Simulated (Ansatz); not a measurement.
# Lattice dynamics of ZrGe (model cell, started as rocksalt type), part 2 of 3

Aim: the vibrations of ZrGe (model cell, started as rocksalt type), their spectra, and whether the structure is stable.

Ansatz 0.2.0; DFT PBEsol, scalar-relativistic, plane waves, PAW.

So far. Step 3 (Relaxing to small forces for the phonons): The forces vanish by symmetry and the pressure is 0.000 GPa, within the tolerances set. The cell now holds 19.81 Å³/atom. The relaxed cell has a = 5.412 Å (conventional setting).

The structure was built from a prototype and need not be the compound's stable phase.

**4. Modes at Γ**

The zone centre comes first: it holds the modes that light can see, as far as symmetry allows. No field response is asked, since the mesh shows no gap.

input.yaml reads:

```yaml
crystal:
  lattice:
    - [0.0, 2.7059586679, 2.7059586679]
    - [2.7059586679, 0.0, 2.7059586679]
    - [2.7059586679, 2.7059586679, 0.0]
  atoms:
    - { symbol: Zr, position: [0.0, 0.0, 0.0] }
    - { symbol: Ge, position: [0.5, 0.5, 0.5] }
kpoints:
  mp_grid: { grid: [16, 16, 16] }
hamiltonian:
  xc: pbesol
scf:
  occupations: { method: methfessel_paxton, width: 0.2 }
output:
  eigenvalues: true
phonons:
  method: dfpt
```

Command:

```
$ ansatz run input.yaml --threads 8 --pin off --max-ram 14336MiB --backend cpu --events-out ev --progress --plain --runs-dir out
```

Numbers of over 12 decimals in the logs are rounded to 6 here.

The log of the run:

```text
[...]
Crystal: 2 atoms, lattice volume = 39.627 Å³
Basis set: ecut = 420 eV, 749 PW (Γ), exchange–correlation on 54×54×54 points (8 copies of the dense FFT grid, shifted against one another)
Bands: 17, of which v1, the nominal top of the filled ones, is band 13 counted from 1 (12 counted from 0)
Symmetry: 48 space group operations
k-points: 349 of 4096 (irreducible under 8 space group operations, time reversal used)
[...]
SCF iter   1: F=—  HF=-8383.757582 eV  |F-HF|=—  |Δ(HF+E_count)|=         —  Δρ=3.51e-3  dr2=4.61e-3  ethr=1.77e-3  ⟨swp⟩=4.9  Hψ=24836  notcnv=0
[...]
SCF iter   9: F=-8383.755984 eV  HF=-8383.755984 eV  |F-HF|=0.00e0  |Δ(HF+E_count)|=  1.27e-11  S|Δr|=    0.00e0  Δρ=8.11e-8  dr2=1.22e-12  ethr=1.00e-12  ⟨swp⟩=5.0  Hψ=25667  notcnv=0
SCF 1 converged in 9 iterations: F = -8383.755984 eV  dr2 = 1.22e-12
[...]
DFPT response loops at Γ: preconditioner auto → Kerker (q_TF=auto, 2.543 Å⁻¹) (partly filled bands, converged f_vac=0.000); β = 1.00, the filter's whole step (`scf.mixing.beta` (0.50) is not read by the response loops under this deck's `scf.mixing.preconditioner`; to damp them name `kerker` or `kerker_dos`, under which they read `scf.mixing.beta`, and type it under 1.00, their step now; both keys bind the ground state too); Broyden in place of MSR1
SCF converged after 9 iterations
[...]
Free energy (F): -8383.755984 eV
[...]
Internal energy: -8383.756726 eV  (E = F + TS)
E sigma→0 (E₀):  -8383.756169 eV
Entropy (-TS):   0.000742 eV (0.371 meV/atom)
Fermi energy:    13.197394 eV
Step filling:    the computed levels leave a gap of 0.0000 eV = 0.0 smearing widths at the electron count; against every level under it full and every level over it empty, smearing changes F+E_penalty+E_count by +0.206 meV and its σ→0 estimate by +0.021 meV
[...]
--- Band table (eV; the first three rows and the last of 349) ---
  k-point 0: bands = [... 9 lower, 2.8013, 13.3334, 13.3334, 13.3334, 14.1811, 14.1811, 15.5964, 15.5964]
  k-point 1: bands = [... 9 lower, 2.8675, 13.1158, 13.3091, 13.3091, 13.8865, 13.8865, 15.5133, 16.0572]
  k-point 2: bands = [... 9 lower, 3.0630, 12.5242, 12.9601, 12.9601, 13.7687, 13.7687, 15.3718, 16.9431]
  k-point 348: bands = [... 9 lower, 5.0712, 10.5568, 10.5568, 10.8778, 15.5852, 15.5852, 16.3173, 16.4083]
--- Phonons (Γ-DFPT): 2 representative perturbations + reference, on 349 of 4096 k-points (Σ response iterations 6) ---
  k mesh reduced under 8 symmetry operations, with k and −k counted as one. Each operation leaves every solved perturbation unchanged. A smaller set is not used because it would not reduce the number of displacements times k-points to solve
  ASR residual: 1.689e-5 → 0.000e0 eV/Å²; symmetrization residual: 2.437e-6 eV/Å²
  ASR residual per site (eV/Å²): 1.69e-5 8.90e-6
  Γ frequencies (cm⁻¹): 0.00 0.00 0.00 252.20 252.20 252.20
  non-analytic LO–TO correction: not included (Born effective charges unavailable; polar crystals: no LO–TO splitting at Γ)
```

The job ended after 19 s (8 threads of AMD EPYC 7R43, shared host; peak memory 1 GiB).

Reading the cycles: dr2 is the Hartree energy of the density residual (eV), the measure of convergence; HF is the Harris–Foulkes estimate of the energy, which meets the free energy F at convergence.

Numbers from this step:

- sum-rule residual before enforcement: 1.69e-5 eV/Å²
- point group: m-3m
- highest optical mode at the zone centre (no LO-TO term): 252.2 cm⁻¹
- lowest optical zone-centre mode: 252.2 cm⁻¹

Patterns of degenerate modes are one choice out of their space. The modes at Γ (shares of kinetic energy by element, %):

```tsv
mode	frequency (cm⁻¹)	symmetry	Zr %	Ge %
1	0.0	acoustic	56	44
2	0.0	acoustic	56	44
3	0.0	acoustic	56	44
4	252.2	T1u	44	56
5	252.2	T1u	44	56
6	252.2	T1u	44	56
```

Displacements in mode 5 (252.2 cm⁻¹), the largest set to 1:
```
Zr1 -0.80  0.00  0.00
Ge2  1.00  0.00  0.00
```

Before it was imposed, the acoustic sum rule was missed by 1.7e-5 eV/Å². Small misses are needed for a sound result but don't prove that mesh and cutoff are converged. The lowest optical mode is real, 252 cm⁻¹.

**5. The dispersion**

Stability and thermal properties need the whole zone. Linear response on a 4×4×4 q mesh gives force constants as far as a supercell of that size would.

Changes to input.yaml since step 4:

```diff
@@ -18 +18,8 @@
   method: dfpt
+  qmesh: [4, 4, 4]
+  temperatures: { t_max: 1000, t_step: 50 }
+  qpath:
+    path:
+      - [[0.0, 0.0, 0.0], [0.5, 0.0, 0.5], [0.625, 0.25, 0.625]]
+      - [[0.375, 0.375, 0.75], [0.0, 0.0, 0.0], [0.5, 0.5, 0.5], [0.5, 0.25, 0.75], [0.5, 0.0, 0.5]]
+    npoints: 10
```

The log of the run:

```text
[...]
Crystal: 2 atoms, lattice volume = 39.627 Å³
Basis set: ecut = 420 eV, 749 PW (Γ), exchange–correlation on 54×54×54 points (8 copies of the dense FFT grid, shifted against one another)
Bands: 17, of which v1, the nominal top of the filled ones, is band 13 counted from 1 (12 counted from 0)
Symmetry: 48 space group operations
k-points: 145 of 4096
[...]
SCF iter   1: F=—  HF=-8383.757572 eV  |F-HF|=—  |Δ(HF+E_count)|=         —  Δρ=3.51e-3  dr2=4.61e-3  ethr=1.77e-3  ⟨swp⟩=4.9  Hψ=10293  notcnv=0
[...]
SCF iter   9: F=-8383.755984 eV  HF=-8383.755984 eV  |F-HF|=3.64e-12  |Δ(HF+E_count)|=  1.46e-11  S|Δr|=    0.00e0  Δρ=8.42e-8  dr2=1.29e-12  ethr=1.00e-12  ⟨swp⟩=5.0  Hψ=10641  notcnv=0
SCF 1 converged in 9 iterations: F = -8383.755984 eV  dr2 = 1.29e-12
[...]
SCF iter   3: F=-8383.755984 eV  HF=-8383.755984 eV  |F-HF|=3.64e-12  |Δ(HF+E_count)|=  3.64e-12  S|Δr|=    0.00e0  Δρ=7.05e-8  dr2=7.61e-13  ethr=1.00e-12  ⟨swp⟩=2.0  Hψ=6231  notcnv=0
SCF 2 converged in 3 iterations: F = -8383.755984 eV  dr2 = 7.61e-13
phonons: the bands overlap, so this run is a metal and interpolates without the dipole-dipole term. If the crystal is really an insulator or semiconductor, its LO-TO splitting is missing
NSCF: frozen V_eff on 145 k-points
[...]
DFPT response loops at q = (0, 0, 0) (fractional): preconditioner auto → Kerker (q_TF=auto, 2.543 Å⁻¹) (partly filled bands, converged f_vac=0.000); β = 1.00, the filter's whole step (`scf.mixing.beta` (0.50) is not read by the response loops under this deck's `scf.mixing.preconditioner`; to damp them name `kerker` or `kerker_dos`, under which they read `scf.mixing.beta`, and type it under 1.00, their step now; both keys bind the ground state too); Broyden in place of MSR1
[...]
SCF converged after 9 iterations
[...]
Free energy (F): -8383.755984 eV
[...]
Internal energy: -8383.756726 eV  (E = F + TS)
E sigma→0 (E₀):  -8383.756169 eV
Entropy (-TS):   0.000742 eV (0.371 meV/atom)
Fermi energy:    13.197394 eV
[...]
--- Band table (eV; the first three rows and the last of 145) ---
  k-point 0: bands = [... 9 lower, 2.8013, 13.3334, 13.3334, 13.3334, 14.1811, 14.1811, 15.5964, 15.5964]
  k-point 1: bands = [... 9 lower, 2.8675, 13.1158, 13.3091, 13.3091, 13.8865, 13.8865, 15.5133, 16.0572]
  k-point 2: bands = [... 9 lower, 3.0630, 12.5242, 12.9601, 12.9601, 13.7687, 13.7687, 15.3718, 16.9431]
  k-point 144: bands = [... 9 lower, 5.0712, 10.5568, 10.5568, 10.8778, 15.5852, 15.5852, 16.3173, 16.4083]
--- Phonons (Γ-DFPT): 2 representative perturbations + reference (Σ response iterations 6) ---
  ASR residual: 1.899e-5 → 0.000e0 eV/Å²; symmetrization residual: 2.265e-6 eV/Å²
  ASR residual per site (eV/Å²): 1.90e-5 2.62e-6
  Γ frequencies (cm⁻¹): 0.00 0.00 0.00 252.20 252.20 252.20
--- Phonons (arbitrary-q DFPT): 8 irreducible q on the 4×4×4 mesh ---
  q = [0.0000, 0.0000, 0.0000] (star 1, of the zone-centre solve; hermiticity 4.79e-7, symmetrization 1.05e-12): -0.00 -0.00 0.00 252.20 252.20 252.20
  q = [0.0000, 0.0000, 0.2500] (star 8, 2 solved perturbations on 2176 of 4096 k-point pairs; hermiticity 3.91e-7, symmetrization 4.87e-13): 97.95 97.95 125.95 234.48 234.48 247.23
[...]
q = [0.0000, 0.2500, 0.2500] (star 6, 4 solved perturbations in 3616 linear systems a pass and spin channel, the states on 1160 of 4096 k-point pairs; hermiticity 6.15e-7, symmetrization 1.93e-13): 64.63 64.63 170.71 207.32 243.58 243.58
[...]
sum rule: each row above includes the acoustic sum rule's correction from the zone centre's row sums; it moved no ω² by more than (0.24 cm⁻¹)²
  mesh force constants: q→R imaginary residual 5.00e-18; ASR residual 1.899e-5 → 0.000e0 eV/Å²; symmetrization residual 7.105e-15 eV/Å²
  interpolated dispersion: 62 rows × 6 modes
  density of states and harmonic sums: on the 20×20×20 q-mesh, interpolated from the force constants of a 4×4×4 supercell (no non-analytic term)
  largest difference from the sums on the solved wave vectors: F 1.22e-2 eV, S 1.62e-5 and C_V 4.01e-6 eV/K
  zero-point energy: 0.067403 eV/cell   skipped modes (ω ≤ 0): 3   left out of the sums: 6.25e-5 of the cell's modes: C_V's classical limit lies that fraction below 3 k_B per atom; for a crystal, a wire or a layer, F and S can be off by more, and a phonons.interpolated_qmesh denser along its periods is the remedy for the sampling
```

Wall time 8.3 min (8 threads); peak memory 6.4 GiB.

Numbers from this step:

* sum-rule residual before enforcement: 1.90e-5 eV/Å²
* lowest frequency on the path: 0 cm⁻¹
* highest frequency on the path or at a solved wavevector: 252.2 cm⁻¹
* mean frequency: 181.2 cm⁻¹
* Debye temperature (second moment): 353 K
* logarithmic mean frequency: 169.9 cm⁻¹
* lowest mode on the q mesh (acoustic modes at Γ apart): 64.63 cm⁻¹
* zero-point energy per atom: 33.7 meV
* heat capacity at 300 K: 23.30 J/(mol atoms K)
* vibrational entropy at 300 K: 30.89 J/(mol atoms K)

Frequencies (cm⁻¹) solved at each irreducible wavevector; negative means imaginary. Frequencies by wavevector, by row:

```tsv
q in reciprocal lattice units	star	mode 1	mode 2	mode 3	mode 4	mode 5	mode 6
0 0 0	1	0	0	0	252.2	252.2	252.2
0 0 0.25	8	98	98	126	234.5	234.5	247.2
0 0 -0.5	4	167.2	167.2	197.5	197.5	218	219.2
0 0.25 0.25	6	64.6	64.6	170.7	207.3	243.6	243.6
0 0.25 -0.5	24	132.5	136.4	151.1	224.2	230.1	244
0 0.25 -0.25	12	84.3	163.4	198.3	204.4	214.5	247.3
0 -0.5 -0.5	3	99.1	99.1	100.9	239.1	239.1	241.9
0.25 -0.5 -0.25	6	104.7	104.7	188.2	208.9	243.4	243.4
```

Interpolated from a 4×4×4 q mesh. The phonon branches at the labelled points (cm⁻¹):

```tsv
point	branch 1	branch 2	branch 3	branch 4	branch 5	branch 6
Γ	0	0	0	252	252	252
halfway	65	65	171	207	244	244
X	99	99	101	239	239	242
halfway	104	111	113	234	242	243
U	106	140	145	221	243	245
jump to K	106	140	145	221	243	245
halfway	66	131	161	222	230	247
Γ	0	0	0	252	252	252
halfway	98	98	126	234	234	247
L	167	167	198	198	218	219
halfway	137	146	187	203	236	237
W	105	105	188	209	243	243
halfway	101	106	140	232	242	243
X	99	99	101	239	239	242
```

The phonon branches as a text plot (rows in cm⁻¹):

```
    247 |********    **************************          ********
    236 |   *    *******   *     ***       **  *     ****     ***
    226 |    **   **    *** *   **           *  *  **       **
    215 |        *         * ***              ** **        *
    205 |      **           ***                 *   *******
    194 |                                        ***
    184 |       *           *  *               *    ********
    173 |      *            ***               *
    163 |        *         *    *               *****       *
    152 |                      *             * *    **       *
    142 |    **          **                          **
    131 |         **     *      **            *        *      *
    121 |               *                   *           *
    110 |   *       *  ****      *           *           * *** *
    100 |           ****   **     **       **             *******
     89 |        ***         **
     79 |  *    *              *  **      **
     68 |      *                *   *
     58 |    **                  *  *     *
     47 |                         **     *
     37 | * *                        *   *
     26 |  *                        **  *
     16 | *                          *  *
      5 |*                            **
         Γ           X  U|K            Γ         L        W     X
```

Tetrahedra on a 20×20×20 mesh, mean over bins of 2 cm-1. Interpolated from a 4×4×4 q mesh. Phonon density of states against wavenumber; read off at these points:

```tsv
wavenumber (cm⁻¹)	phonon density of states (1/cm⁻¹/cell)
5.0	1.0e-5
10.0	5.0e-5
15.0	1.2e-4
20.0	4.5e-4
25.0	5.9e-4
30.0	0.00108
35.0	0.00143
40.0	0.00207
45.0	0.00279
50.0	0.00350
55.0	0.00453
60.0	0.00553
65.0	0.00666
70.0	0.00779
75.0	0.00935
80.0	0.0107
85.0	0.0127
90.0	0.0151
95.0	0.0191
100.0	0.0287
105.0	0.0380
107.0	0.0414
110.0	0.0330
115.0	0.0278
120.0	0.0256
125.0	0.0246
130.0	0.0239
135.0	0.0237
140.0	0.0237
145.0	0.0238
150.0	0.0241
155.0	0.0249
160.0	0.0256
165.0	0.0277
170.0	0.0202
175.0	0.0185
180.0	0.0260
185.0	0.0352
190.0	0.0143
195.0	0.00875
200.0	0.0117
205.0	0.0401
210.0	0.0424
215.0	0.0386
220.0	0.0419
225.0	0.0449
230.0	0.0503
235.0	0.0599
240.0	0.0958
243.0	0.188
245.0	0.163
250.0	0.0145
```

The partial phonon density of states has structure finer than the step of the table below, so its rows give means over 10 cm⁻¹, whole bins alone (the curve runs from -10 to 270 cm⁻¹). Peaks (cm⁻¹: height): Ge 106.1: 0.0168, 243.4: 0.0882; Zr 106.1: 0.0226, 167.7: 0.0224, 185.3: 0.0229, 243.4: 0.0662.

Phonopy on the run's constants, 19x19x19 mesh, Gaussian sigma 2.0 cm-1. Interpolated from a 4×4×4 q mesh. Table of partial phonon density of states by wavenumber; means over each step; values in 1/cm⁻¹/cell:

```tsv
wavenumber (cm⁻¹)	Ge	Zr
0	1.8e-5	2.4e-5
10	2.6e-5	3.2e-5
20	2.2e-4	2.8e-4
30	5.2e-4	6.7e-4
40	9.0e-4	0.00118
50	0.00151	0.00200
60	0.00243	0.00327
70	0.00330	0.00449
80	0.00476	0.00651
90	0.00649	0.00888
100	0.0122	0.0166
110	0.0138	0.0188
120	0.0106	0.0153
130	0.00920	0.0143
140	0.00871	0.0147
150	0.00802	0.0156
160	0.00722	0.0183
170	0.00573	0.0162
180	0.00665	0.0177
190	0.00556	0.0139
200	0.0162	0.00399
210	0.0306	0.00889
220	0.0275	0.0136
230	0.0311	0.0202
240	0.0613	0.0455
250	0.0253	0.0190
260	5.3e-5	4.2e-5
```

Second derivatives of the energy by pair, one row for each kind of neighbour of each atom listed. Each entry sums the pair over the periodic images of the supercell that the q mesh stands for, and in a polar crystal it holds the long-range dipole part too. Force constants by pair, by row:

```tsv
atom	neighbour	distance (Å)	third of the trace (eV/Å²)	along the pair's line (eV/Å²)
Zr1	itself	0	10.9	–
Zr1	Ge	2.706	-1.54	-3.864
Zr1	Zr	3.827	-0.1286	-0.6075
Zr1	Ge	4.687	-0.0663	-0.2367
Zr1	Zr	5.412	-0.1252	-0.3695
Zr1	Ge	6.051	0.0276	0.0884
Zr1	Zr	6.628	0.0245	0.0764
Ge2	itself	0	10.61	–
Ge2	Zr	2.706	-1.54	-3.864
Ge2	Ge	3.827	-0.0574	-0.2598
Ge2	Zr	4.687	-0.0663	-0.2367
Ge2	Ge	5.412	-0.1373	-0.3304
Ge2	Zr	6.051	0.0276	0.0884
Ge2	Ge	6.628	0.0206	0.0272
```

Harmonic thermodynamic functions per atom, from the density of states. Interpolated from a 4×4×4 q mesh. Thermodynamic functions, by row:

```tsv
T (K)	F_vib (meV/atom)	S (J/mol-atom/K)	C_V (J/mol-atom/K)
0	33.7	0	0
50	33.41	2.154	5.357
100	30.61	8.954	14.61
200	14.33	21.77	21.48
300	-13.21	30.89	23.3
400	-48.9	37.7	24
500	-90.87	43.09	24.33
600	-137.9	47.55	24.52
700	-189.2	51.34	24.63
800	-244.2	54.63	24.7
900	-302.3	57.54	24.75
1000	-363.3	60.15	24.79
```

Harmonic mean-square displacement, third of the trace. Interpolated from a 4×4×4 q mesh. Mean square displacements, by row:

```tsv
T (K)	Zr1 U_eq (Å²)	Ge2 U_eq (Å²)
0	0.00126	0.0014
100	0.00193	0.00203
300	0.00472	0.00478
600	0.00921	0.00928
```

Symmetry leaves 8 wavevectors to solve. The lowest mode among them, the acoustic zeros apart, lies at q = (0, 0.25, 0.25) and is real, 64.6 cm⁻¹.

(Part 2 of 3 ends here.)

[Logs are printed without paths, hosts, clocks, repeated set-up lines and the standing remarks that a program may print on its own settings, such as how far it seeks lower states.]

[Hosts, paths, dates, database ids (printed as entryN), source tags and the programs' standing remarks are cut or masked in the printed files.]
